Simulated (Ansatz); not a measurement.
# P on W(110): change of the work function, part 3 of 4

Wanted: Δφ(θ) for P/W(110), starting from the hollow site.

Ansatz 0.2.0; plane-wave DFT, PBE, Ansatz PAW.

So far, work function, upper face (eV): step 2 (the clean slab) 4.84; step 3 (37 atoms, coverage 0.111 ML, cell 3x3) 4.96.

## (4) Adsorbate added, k-mesh 6×6×1, coverage 0.25 ML

System of this step: PW16 (P/W(110)). The cell holds 17 atoms: 16 W and 1 P. Cell: a = 5.473 Å, b = 5.473 Å, c = 27.016 Å, α = 90.0°, β = 90.0°, γ = 70.5°. Vacuum lies along c.

Another coverage, to see how the dipoles act on each other as their distance changes.

input.yaml reads:

```yaml
crystal:
  lattice:
    - [4.468914857, -3.16, 0.0]
    - [4.468914857, 3.16, 0.0]
    - [0.0, 0.0, 27.0158793112]
  atoms:
    - { symbol: W, position: [0.0, 0.0, 0.3331374077] }
    - { symbol: W, position: [0.25, 0.25, 0.4158464472] }
    - { symbol: W, position: [0.0, 0.0, 0.4999575449] }
    - { symbol: W, position: [0.25, 0.25, 0.5811012627] }
    - { symbol: W, position: [0.0, 0.5, 0.3331374077] }
    - { symbol: W, position: [0.25, 0.75, 0.4158464472] }
    - { symbol: W, position: [0.0, 0.5, 0.4999575449] }
    - { symbol: W, position: [0.25, 0.75, 0.5811012627] }
    - { symbol: W, position: [0.5, 0.0, 0.3331374077] }
    - { symbol: W, position: [0.75, 0.25, 0.4158464472] }
    - { symbol: W, position: [0.5, 0.0, 0.4999575449] }
    - { symbol: W, position: [0.75, 0.25, 0.5811012627] }
    - { symbol: W, position: [0.5, 0.5, 0.3331374077] }
    - { symbol: W, position: [0.75, 0.75, 0.4158464472] }
    - { symbol: W, position: [0.5, 0.5, 0.4999575449] }
    - { symbol: W, position: [0.75, 0.75, 0.5811012627] }
    - { symbol: P, position: [0.42, 0.42, 0.6668625923] }
kpoints:
  mp_grid: { grid: [6, 6, 1] }
hamiltonian:
  xc: pbe
scf:
  occupations: { method: fermi_dirac, width: 0.1 }
  convergence: { dr2_threshold: 1.0e-08 }
efield:
  axis: 3
  dipole_correction: true
  ramp_position: 0.97
  ramp_width: 0.06
relax:
  f_tol: 0.02
  max_steps: 60
  constraints: [{ sites: [0, 1, 4, 5, 8, 9, 12, 13] }]
output:
  dos: { projected: true, e_range: [-8, 4] }
  write_potential: true
  write_density: true
  volumetric_format: npy
  elf: true
```

Started as:

```bash
> ansatz run input.yaml --threads 4 --pin off --max-ram 16384MiB --backend cpu --events-out ev --progress --plain --runs-dir out
```

What it wrote:

```text
[...]
Crystal: 17 atoms, lattice volume = 763.024 Å³
Basis set: ecut = 420 eV, 14927 PW (Γ), exchange–correlation on 80×80×384 points (8 copies of the dense FFT grid, shifted against one another)
Bands: 138, of which v1, the nominal top of the filled ones, is band 115 counted from 1 (114 counted from 0)
Symmetry: 2 space group operations
[...]
k-points: 13 of 36 (time reversal used)
[...]
SCF iter   1: F=—  HF=-166902.481530 eV  |F-HF|=—  |Δ(HF+E_count)|=         —  Δρ=8.33e-3  dr2=5.72e0  ethr=1.77e-3  p=-0.015 e·Å  D=-3.61e-3 V/Å  ΔV_dip=0.10 eV  dr2_dipole=2.89e-4  V_vac-E_F(+/−)=5.11/5.01 eV  ⟨swp⟩=9.4  Hψ=8994  notcnv=0
[...]
SCF iter  10: F=-166902.208033 eV  HF=-166902.208033 eV  |F-HF|=1.38e-8  |Δ(HF+E_count)|=   2.24e-8  Δρ=4.17e-7  dr2=1.44e-9  ethr=4.37e-12  p=-0.070 e·Å  D=-1.65e-2 V/Å  ΔV_dip=0.45 eV  dr2_dipole=6.26e-12  V_vac-E_F(+/−)=5.35/4.91 eV  ⟨swp⟩=12.5  Hψ=13904  notcnv=0
SCF 1 converged in 10 iterations: F = -166902.208033 eV  dr2 = 1.44e-9
[...]
relax step   1: F+E_penalty+E_count = -166902.20803258 eV  Δ(F+E_penalty+E_count) = +0.000e0 eV  max|allowed force component| = 4.019e0 eV/Å  Δτ_max = 0.0000 Å  (10 SCF iters, accepted)
[...]
SCF iter   9: F=-166903.110745 eV  HF=-166903.110745 eV  |F-HF|=1.52e-8  |Δ(HF+E_count)|=   7.61e-8  Δρ=7.86e-7  dr2=9.96e-9  ethr=4.37e-12  p=-0.066 e·Å  D=-1.57e-2 V/Å  ΔV_dip=0.42 eV  dr2_dipole=1.08e-9  V_vac-E_F(+/−)=5.34/4.91 eV  ⟨swp⟩=13.3  Hψ=14944  notcnv=0
SCF 2 converged in 9 iterations: F = -166903.110745 eV  dr2 = 9.96e-9
[...]
relax step   2: F+E_penalty+E_count = -166903.11074455 eV  Δ(F+E_penalty+E_count) = -9.027e-1 eV  max|allowed force component| = 2.925e0 eV/Å  Δτ_max = 0.1949 Å  (9 SCF iters, accepted)
SCF iter   1: F=—  HF=-166903.610010 eV  |F-HF|=—  |Δ(HF+E_count)|=         —  Δρ=2.90e-3  dr2=2.99e-1  ethr=1.34e-3  p=-0.066 e·Å  D=-1.57e-2 V/Å  ΔV_dip=0.42 eV  dr2_dipole=5.24e-2  V_vac-E_F(+/−)=5.35/4.92 eV  ⟨swp⟩=5.3  Hψ=3700  notcnv=0
[...]
SCF iter   9: F=-166903.577841 eV  HF=-166903.577841 eV  |F-HF|=1.81e-8  |Δ(HF+E_count)|=   8.11e-8  Δρ=6.64e-7  dr2=7.72e-9  ethr=4.37e-12  p=-0.054 e·Å  D=-1.28e-2 V/Å  ΔV_dip=0.35 eV  dr2_dipole=1.33e-9  V_vac-E_F(+/−)=5.26/4.92 eV  ⟨swp⟩=12.6  Hψ=14322  notcnv=0
SCF 3 converged in 9 iterations: F = -166903.577841 eV  dr2 = 7.72e-9
relax step   3: F+E_penalty+E_count = -166903.57784142 eV  Δ(F+E_penalty+E_count) = -4.671e-1 eV  max|allowed force component| = 1.082e0 eV/Å  Δτ_max = 0.1949 Å  (9 SCF iters, accepted)
[...]
relax step   4: F+E_penalty+E_count = -166903.79323254 eV  Δ(F+E_penalty+E_count) = -2.154e-1 eV  max|allowed force component| = 7.776e-1 eV/Å  Δτ_max = 0.1949 Å  (9 SCF iters, accepted)
[...]
relax step   5: F+E_penalty+E_count = -166903.91461504 eV  Δ(F+E_penalty+E_count) = -1.214e-1 eV  max|allowed force component| = 4.534e-1 eV/Å  Δτ_max = 0.2000 Å  (9 SCF iters, accepted)
[...]
relax step   6: F+E_penalty+E_count = -166903.98012894 eV  Δ(F+E_penalty+E_count) = -6.551e-2 eV  max|allowed force component| = 1.401e-1 eV/Å  Δτ_max = 0.2000 Å  (9 SCF iters, accepted)
[...]
relax step   7: F+E_penalty+E_count = -166903.98714731 eV  Δ(F+E_penalty+E_count) = -7.018e-3 eV  max|allowed force component| = 2.322e-2 eV/Å  Δτ_max = 0.0943 Å  (8 SCF iters, accepted)
SCF iter   1: F=—  HF=-166903.986557 eV  |F-HF|=—  |Δ(HF+E_count)|=         —  Δρ=1.47e-4  dr2=1.43e-4  ethr=6.49e-7  p=-0.031 e·Å  D=-7.40e-3 V/Å  ΔV_dip=0.20 eV  dr2_dipole=1.21e-5  V_vac-E_F(+/−)=5.12/4.92 eV  ⟨swp⟩=3.2  Hψ=3077  notcnv=0
[...]
SCF iter   6: F=-166903.987225 eV  HF=-166903.987225 eV  |F-HF|=1.36e-8  |Δ(HF+E_count)|=   7.59e-8  Δρ=7.49e-7  dr2=8.64e-9  ethr=4.37e-12  p=-0.031 e·Å  D=-7.44e-3 V/Å  ΔV_dip=0.20 eV  dr2_dipole=4.88e-10  V_vac-E_F(+/−)=5.12/4.92 eV  ⟨swp⟩=12.5  Hψ=13776  notcnv=0
SCF 8 converged in 6 iterations: F = -166903.987225 eV  dr2 = 8.64e-9
relax step   8: F+E_penalty+E_count = -166903.98722527 eV  Δ(F+E_penalty+E_count) = -7.796e-5 eV  max|allowed force component| = 5.168e-3 eV/Å  Δτ_max = 0.0043 Å  (6 SCF iters, accepted)
[...]
SCF converged after 6 iterations
Free energy (F): -166903.987225 eV
[...]
Internal energy: -166903.646861 eV  (E = F + TS)
E sigma→0 (E₀):  -166903.817043 eV
Entropy (-TS):   -0.340365 eV (-20.021 meV/atom)
Fermi energy:    4.508888 eV
Dipole field:    D = -0.007421 V/Å  (p = -0.031292 e·Å, saw-weighted, corrected)
Work function:   Φ+ = 5.1233 eV   Φ− = 4.9228 eV
[...]
--- Forces (eV/Å), atoms counted from 1 ---
  atom   1  W     -0.00003780     0.00000000     0.35159483
  atom   2  W      0.10198465    -0.00000000    -0.39624212
  atom   3  W      0.00058916    -0.00000000     0.00433338
  atom   4  W      0.00277381     0.00000000    -0.00510443
  atom   5  W     -0.00002492    -0.00002712     0.41197874
  atom   6  W     -0.00014459    -0.01468549    -0.31777207
  atom   7  W     -0.00126660    -0.00197733    -0.00301081
  atom   8  W      0.00161674    -0.00108792     0.00516841
  atom   9  W     -0.00002492     0.00002712     0.41197874
  atom  10  W     -0.00014459     0.01468549    -0.31777207
  atom  11  W     -0.00126660     0.00197733    -0.00301081
  atom  12  W      0.00161674     0.00108792     0.00516841
  atom  13  W      0.00002927    -0.00000000     0.25232580
  atom  14  W     -0.10235184     0.00000000    -0.39676679
  atom  15  W     -0.00133538     0.00000000     0.00092328
  atom  16  W     -0.00223839    -0.00000000    -0.00274769
  atom  17  P      0.00024721    -0.00000000    -0.00106972
  max |Σ_I F_I| component: 2.49e-5 eV/Å
--- Band table (eV; the first three rows and the last of 13) ---
  k-point 0: bands = [... 111 lower, 5.0639, 5.2171, 5.2817, 5.3132, 5.4048, 5.5585, 5.6521, 5.8969, ... 19 higher]
  k-point 1: bands = [... 111 lower, 4.6479, 4.6936, 4.8131, 4.8894, 5.3332, 5.6065, 5.7088, 5.7934, ... 19 higher]
  k-point 2: bands = [... 111 lower, 3.7311, 4.1338, 4.3418, 4.6453, 4.9051, 4.9971, 5.2263, 5.4897, ... 19 higher]
  k-point 12: bands = [... 111 lower, 3.7216, 3.7400, 3.9663, 3.9943, 4.0194, 4.1179, 4.1263, 4.5490, ... 19 higher]
--- Relaxed structure (8 steps of the walk, 8 accepted, 0 SCFs on fresh bases) ---
  F+E_penalty+E_count = -166903.98722527 eV   max|allowed force component| = 5.168e-3 eV/Å
  atoms:
    - { symbol: W, position: [0.0, 0.0, 0.333137] }
    - { symbol: W, position: [0.25, 0.25, 0.415846] }
    - { symbol: W, position: [-9.741492e-6, -9.741492e-6, 0.498346] }
    - { symbol: W, position: [0.253577, 0.253577, 0.582299] }
    - { symbol: W, position: [-5.551115e-17, 0.5, 0.333137] }
    - { symbol: W, position: [0.250000, 0.75, 0.415846] }
    - { symbol: W, position: [-1.454535e-5, 0.500003, 0.500522] }
    - { symbol: W, position: [0.237884, 0.762036, 0.581123] }
    - { symbol: W, position: [0.5, -5.551115e-17, 0.333137] }
    - { symbol: W, position: [0.75, 0.250000, 0.415846] }
    - { symbol: W, position: [0.500003, -1.454535e-5, 0.500522] }
    - { symbol: W, position: [0.762036, 0.237884, 0.581123] }
    - { symbol: W, position: [0.5, 0.5, 0.333137] }
    - { symbol: W, position: [0.75, 0.75, 0.415846] }
    - { symbol: W, position: [0.499995, 0.499995, 0.499747] }
    - { symbol: W, position: [0.746354, 0.746354, 0.582295] }
    - { symbol: P, position: [0.499956, 0.499956, 0.645137] }
```

Run time: 6 min. Hardware: 4 threads of Arm Neoverse V1, shared host; peak memory 2.9 GiB; 23 min of CPU time.

The steps of the relaxation:

| step | energy less that of the first step (eV) | largest force component (eV/Å) |
| --- | --- | --- |
| 1 | 0.0000 | 4.0189 |
| 2 | -0.9027 | 2.9254 |
| 3 | -1.3698 | 1.0818 |
| 4 | -1.5852 | 0.7776 |
| 5 | -1.7066 | 0.4534 |
| 6 | -1.7721 | 0.1401 |
| 7 | -1.7791 | 0.0232 |
| 8 | -1.7792 | 0.0052 |

Forces are held to the 2 operations that the program found; a distortion that breaks them can't arise in this run.

The atoms that moved most (Å):

```csv
atom,dx,dy,dz,length
P17,0.715,0.000,-0.587,0.925
W8,0.000,0.076,0.001,0.076
W12,0.000,-0.076,0.001,0.076
W16,-0.033,0.000,0.032,0.046
W4,0.032,0.000,0.032,0.045
W3,0.000,0.000,-0.044,0.044
W7,0.000,0.000,0.015,0.015
W11,0.000,0.000,0.015,0.015
```

Final coordinates:

```xyz
17
Lattice="4.4689 -3.1600 0.0000 4.4689 3.1600 0.0000 0.0000 0.0000 27.0159" Properties=species:S:1:pos:R:3
W     0.0000    0.0000    9.0000
W     2.2345    0.0000   11.2345
W    -0.0001    0.0000   13.4632
W     2.2664    0.0000   15.7313
W     2.2345    1.5800    9.0000
W     4.4689    1.5800   11.2345
W     2.2344    1.5801   13.5221
W     4.4686    1.6563   15.6996
W     2.2345   -1.5800    9.0000
W     4.4689   -1.5800   11.2345
W     2.2344   -1.5801   13.5221
W     4.4686   -1.6563   15.6996
W     4.4689    0.0000    9.0000
W     6.7034    0.0000   11.2345
W     4.4689    0.0000   13.5011
W     6.6708    0.0000   15.7312
P     4.4685    0.0000   17.4289
```

This step gave:

```
energy at zero smearing        : -166903.8170 eV
work function, upper face      : 5.123 eV
work function, lower face      : 4.923 eV
dipole along the normal        : -0.03129 e·Å
step between the vacuum levels : 0.2005 eV
```

The density of states has structure finer than the step of the table below, so its rows give means over 0.25 eV. Peaks (eV: height): -3.370: 29.7, -3.040: 35.8, -2.980: 35.0, -2.890: 40.9, -2.500: 25.2, -1.920: 33.9, -1.440: 27.7.

The density of states by energy, zero at the Fermi level; means over each step:

```csv
energy (eV),density of states (states/eV a cell)
-7.75,0.996
-7.50,1.31
-7.25,1.95
-7.00,2.32
-6.75,2.14
-6.50,1.88
-6.25,4.23
-6.00,5.26
-5.75,11.3
-5.50,8.43
-5.25,12.2
-5.00,12.6
-4.75,16.1
-4.50,19.3
-4.25,12.3
-4.00,12.0
-3.75,9.35
-3.50,10.5
-3.25,23.7
-3.00,26.7
-2.75,21.2
-2.50,21.2
-2.25,19.4
-2.00,23.2
-1.75,20.6
-1.50,22.7
-1.25,15.1
-1.00,15.2
-0.75,12.0
-0.50,9.29
-0.25,11.0
0.00,10.2
0.25,11.1
0.50,12.6
0.75,13.9
1.00,17.5
1.25,18.7
1.50,18.9
1.75,19.8
```

Projected DOS per atom over height of the atomic layer and energy from the Fermi level. Layers: W4 W4 W4 W4 P from below.

Values in states/eV, 22 rows by 5 columns, each cell a mean:
```
1.08 1.17 1.12 1.16 0.28
1.07 1.11 1.13 1.12 0.29
1.08 0.76 0.78 1.01 0.29
0.94 0.52 0.48 0.75 0.27
0.90 0.42 0.37 0.70 0.28
0.86 0.42 0.38 0.56 0.28
1.24 0.44 0.49 1.03 0.78
1.64 0.78 0.79 1.26 0.88
1.51 1.05 1.23 1.30 0.96
1.24 1.13 1.14 1.27 1.00
1.42 1.47 1.31 1.36 1.02
0.86 1.56 1.70 1.15 1.07
0.44 0.54 0.50 0.59 0.55
0.76 0.81 0.71 0.68 0.46
0.91 1.27 1.19 0.97 0.54
0.50 0.92 0.93 0.67 0.36
0.35 0.78 0.83 0.47 0.22
0.31 0.57 0.55 0.33 0.13
0.13 0.23 0.24 0.13 0.06
0.12 0.17 0.19 0.10 0.07
0.07 0.14 0.16 0.05 0.04
0.03 0.10 0.09 0.02 0.02
```
Columns: height of the atomic layer (Å) from 9 to 17.4 (not evenly spaced); rows upwards: energy from the Fermi level (eV) from -7.96 to 1.95.

ELF in the ca plane at fractional y = 0.500, with atoms of W and P within 0.2 Å of it. It is the smooth field of the valence electrons, not physical close to the nuclei.

Ten even steps from '0' (0.00) to '9' (0.94), each cell a mean:
```
64653443443365463344344320000000000000000000
67633433344246642343344321000000000000000000
33334433344323323443344433221000000000000000
43334433445443334443344566654210000000000000
34324433344323323443346788887531000000000000
67633433344246642343347767998752100000000000
63653443443364463343357402899863100000000000
51453443443472274343356200799863100000000000
76743443343266662343357635999853100000000000
45423433344235532443346788998642000000000000
43334433445433334443345677775421000000000000
43334433445433334443344444432100000000000000
45423433344235532443344322110000000000000000
76643443343256662343344321000000000000000000
51453443443472264344444320000000000000000000
```
Columns run along c (16.0 Å, from fractional 0.32 to 0.91 of the cell), rows up along a (5.5 Å). Atoms in or near the plane, at fractional coordinates: W at (0.33, 0.00), W at (0.50, 0.00), W at (0.33, 0.50), W at (0.50, 0.50), P at (0.65, 0.50).

Valence density in the ca plane at fractional y = 0.500, with atoms of W and P within 0.2 Å of it. It is the smooth field of the valence electrons, not physical close to the nuclei.

Values in e/Å³, 8 rows by 16 columns, each cell a mean:
```
4.0 1.1 0.3 0.3 2.3 3.1 0.4 0.3 0.1 0.0 0.0 0.0 0.0 0.0 0.0 0.0
0.7 0.3 0.4 0.3 0.5 0.6 0.3 0.4 0.2 0.1 0.0 0.0 0.0 0.0 0.0 0.0
1.2 0.4 0.3 0.3 0.7 1.0 0.3 0.3 0.5 0.4 0.1 0.0 0.0 0.0 0.0 0.0
4.6 1.4 0.3 0.3 2.9 3.6 0.4 0.3 0.5 0.5 0.1 0.0 0.0 0.0 0.0 0.0
4.0 1.1 0.3 0.3 2.3 3.0 0.3 0.3 0.6 0.5 0.1 0.0 0.0 0.0 0.0 0.0
0.7 0.3 0.4 0.3 0.5 0.6 0.3 0.4 0.4 0.2 0.0 0.0 0.0 0.0 0.0 0.0
1.2 0.4 0.3 0.3 0.7 1.0 0.3 0.3 0.1 0.0 0.0 0.0 0.0 0.0 0.0 0.0
4.6 1.4 0.3 0.3 2.8 3.7 0.4 0.3 0.1 0.0 0.0 0.0 0.0 0.0 0.0 0.0
```
Columns run along c (16.0 Å, from fractional 0.32 to 0.91 of the cell), rows up along a (5.5 Å). Atoms in or near the plane, at fractional coordinates: W at (0.33, 0.00), W at (0.50, 0.00), W at (0.33, 0.50), W at (0.50, 0.50), P at (0.65, 0.50).

Electrostatic potential energy in the ca plane at fractional y = 0.500, with atoms of W and P within 0.2 Å of it. With pseudopotentials it is smooth inside the atoms' cores, unlike the true potential.

Ten even steps from '0' (-61 eV) to '9' (10 eV), each cell a mean:
```
00047999998620016899999999999999999999999999
32368998899853247999899999999999999999999999
77789988899887788998889999999999999999999999
88899988899988889998889999999999999999999999
76789988899887778998899888999999999999999999
32368998999752247999998644799999999999999999
00037999998620026899997200389999999999999999
00037999998510015899997100389999999999999999
10158999998731137899998412589999999999999999
65578998899865568998898867899999999999999999
88899988899988889998889999999999999999999999
88889988899988889998889999999999999999999999
54578998899865568998899999999999999999999999
10158999998731036899999999999999999999999999
00037999998610015899999999999999999999999999
```
Columns run along c (16.0 Å, from fractional 0.32 to 0.91 of the cell; values clipped at the 3rd and 97th percentile), rows up along a (5.5 Å). Atoms in or near the plane, at fractional coordinates: W at (0.33, 0.00), W at (0.50, 0.00), W at (0.33, 0.50), W at (0.50, 0.50), P at (0.65, 0.50).

The relaxation took 8 steps and lowered the energy by 1.8 eV; the largest force on the free atoms ends at 0.0052 eV/Å.

By hand: a sheet of dipoles makes a step −p/(ε₀A) in the electron's potential. With e/ε₀ = 180.95 V·Å, p = -0.03129 e·Å and A = 28.24 Å², that is −180.95 × (-0.03129) / 28.24 = +0.200 eV, and the two vacuum levels of the run differ by +0.200 eV.

The covered face has 5.12 eV, +0.28 eV against the clean one; the bare back face has moved by +0.02 eV, a measure of how thin the slab is.

## (5) The covered slab, k-mesh 6×6×1, coverage 0.5 ML

System of this step: PW8 (P/W(110)). The cell holds 18 atoms: 16 W and 2 P. Its edges and angles: a = 5.473 Å, b = 5.473 Å, c = 27.016 Å, α = 90.0°, β = 90.0°, γ = 70.5°. Vacuum lies along c.

Another coverage, to see how the dipoles act on each other as their distance changes.

Changes to input.yaml since step 4:

```diff
@@ -23,2 +23,3 @@
     - { symbol: P, position: [0.42, 0.42, 0.6668625923] }
+    - { symbol: P, position: [0.92, 0.42, 0.6668625923] }
 kpoints:
```

What it wrote:

```text
[...]
Crystal: 18 atoms, lattice volume = 763.024 Å³
Basis set: ecut = 420 eV, 14927 PW (Γ), exchange–correlation on 80×80×384 points (8 copies of the dense FFT grid, shifted against one another)
Bands: 141, of which v1, the nominal top of the filled ones, is band 117 counted from 1 (116 counted from 0)
Symmetry: 2 space group operations
[...]
- { symbol: W, position: [0.243760, 0.759452, 0.582471] }
[...]
- { symbol: W, position: [0.5, 0.5, 0.333137] }
    - { symbol: W, position: [0.75, 0.75, 0.415846] }
    - { symbol: W, position: [0.499886, 0.499934, 0.500650] }
    - { symbol: W, position: [0.743760, 0.759452, 0.582471] }
    - { symbol: P, position: [0.499210, 0.499067, 0.649875] }
    - { symbol: P, position: [0.999210, 0.499067, 0.649875] }
[key lines of the parts left out:]
SCF converged after 8 iterations
Free energy (F): -167660.910678 eV
Fermi energy:    4.869136 eV
Dipole field:    D = -0.003058 V/Å  (p = -0.012893 e·Å, saw-weighted, corrected)
Work function:   Φ+ = 4.9955 eV   Φ− = 4.9129 eV
```

Elapsed: 8.8 min, on 4 threads; peak memory 3.5 GiB; 35 min of CPU time.

The steps of the relaxation:

| step | energy less that of the first step (eV) | largest force component (eV/Å) |
| --- | --- | --- |
| 1 | 0.0000 | 2.6817 |
| 2 | -1.2572 | 1.3152 |
| 3 | -1.6419 | 0.4070 |
| 4 | -1.7284 | 0.3895 |
| 5 | -1.8691 | 0.4079 |
| 6 | -1.9781 | 0.0876 |
| 7 | -1.9854 | 0.0137 |

Forces are held to the 2 operations that the program found; a distortion that breaks them can't arise in this run.

The atoms that moved most (Å):

| atom | dx | dy | dz | length |
| --- | --- | --- | --- | --- |
| P18 | 0.707 | 0.000 | -0.459 | 0.843 |
| P17 | 0.707 | 0.000 | -0.459 | 0.843 |
| W4 | -0.018 | -0.050 | 0.037 | 0.065 |
| W12 | -0.018 | -0.050 | 0.037 | 0.065 |
| W8 | 0.014 | 0.050 | 0.037 | 0.064 |
| W16 | 0.014 | 0.050 | 0.037 | 0.064 |
| W3 | -0.001 | 0.000 | -0.029 | 0.029 |
| W11 | -0.001 | 0.000 | -0.029 | 0.029 |

The relaxed structure:

```
W P
1.0
     4.46891   -3.16000    0.00000
     4.46891    3.16000    0.00000
     0.00000    0.00000   27.01588
W P
16 2
Direct
  0.00000 0.00000 0.33314
  0.25000 0.25000 0.41585
  0.99991 0.99993 0.49889
  0.25598 0.24004 0.58247
  0.00000 0.50000 0.33314
  0.25000 0.75000 0.41585
  0.99989 0.49993 0.50065
  0.24376 0.75945 0.58247
  0.50000 0.00000 0.33314
  0.75000 0.25000 0.41585
  0.49991 0.99993 0.49889
  0.75598 0.24004 0.58247
  0.50000 0.50000 0.33314
  0.75000 0.75000 0.41585
  0.49989 0.49993 0.50065
  0.74376 0.75945 0.58247
  0.49921 0.49907 0.64987
  0.99921 0.49907 0.64987
```

(Continued in part 4 of 4.)

[Long decimals in the printed logs are rounded to 6 places.]

[Logs are printed without paths, hosts, clocks, repeated set-up lines and the standing remarks that a program may print on its own settings, such as how far it seeks lower states.]

[Hosts, paths, dates, database ids (printed as entryN), source tags and the programs' standing remarks are cut or masked in the printed files.]

[Maps of the electrostatic potential energy from Ansatz leave out the sawtooth potential of an applied field or a dipole correction, so their vacuum need not be flat; planar profiles and work functions include it.]

[The density of states shown here was stored with 400 of the rows of the run's finer table, so its peaks can read low, often by over a quarter, or be missed, and its means over a window can be off by a tenth or more.]
